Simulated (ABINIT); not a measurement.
Planning a run of ABINIT 10.8.3 on Cs2AgBiBr6 (Fm-3m). The input:

```
acell 3*1.0 Angstrom
rprim 
  -0.000000000000 5.616100000000 5.616100000000
  5.616100000000 0.000000000000 5.616100000000
  5.616100000000 5.616100000000 -0.000000000000
ntypat 4
znucl 55 47 83 35
natom 10
typat 1 1 2 3 4 4 4 4 4 4
xred 
  0.250000000000 0.250000000000 0.250000000000
  0.750000000000 0.750000000000 0.750000000000
  0.500000000000 0.500000000000 0.500000000000
  0.000000000000 0.000000000000 0.000000000000
  0.250550000000 0.749450000000 0.250550000000
  0.250550000000 0.749450000000 0.749450000000
  0.749450000000 0.250550000000 0.749450000000
  0.749450000000 0.250550000000 0.250550000000
  0.250550000000 0.250550000000 0.749450000000
  0.749450000000 0.749450000000 0.250550000000
pp_dirpath "pseudos"
pseudos "Cs.upf, Ag.upf, Bi.upf, Br.upf"
ecut 39
ngkpt 2 2 2
nshiftk 1
shiftk 0 0 0
kptopt 1
chksymbreak 0
istwfk *1
occopt 1
irdwfk 1
optdriver 4
nband 247
gwcalctyp 0
ecutsigx 39
symsigma 1
nkptgw 3
kptgw 
  0.5000000000 0.5000000000 0.0000000000
  0.5000000000 0.0000000000 0.0000000000
  0.0000000000 0.0000000000 0.0000000000
bdgw 
  80 83
  80 84
  80 84
ecuteps 3.2
irdscr 1
ppmodel 1
indata_prefix "in"
outdata_prefix "out"
tmpdata_prefix "tmp"
```

```sh
OMP_NUM_THREADS=1 mpirun -n 16 abinit run.abi > log
```

Q: How long will it take on 16 MPI ranks of Arm Neoverse V1, shared host, and how much memory?

It took 34 s; on shared hardware allow 17 s to 69 s. Peak host memory was 14 GiB.

[Paths, hosts, dates, memory and timing lines, banners, echoed tables and standing remarks are left out of the program output.]

[Logs are printed without paths, hosts, clocks, repeated set-up lines and the standing remarks that a program may print on its own settings, such as how far it seeks lower states.]

[Runs of the session that timed out or met a known fault of the program may be left out.]

[No measured gap is set beside runs whose start may be inverted or whose files or cutoffs have a known fault.]

[Hosts, paths, dates, database ids (printed as entryN), source tags and the programs' standing remarks are cut or masked in the printed files.]

[G0W0 gaps are taken among the corrected bands and points alone; a level outside them can change the order at an edge.]

[Where Ansatz stands beside ABINIT at settings called matched, ABINIT's density can come from a denser mesh and the files from another edition; pairs whose starting gaps differed by over 0.03 eV were left out, so agreement reads better than it is.]
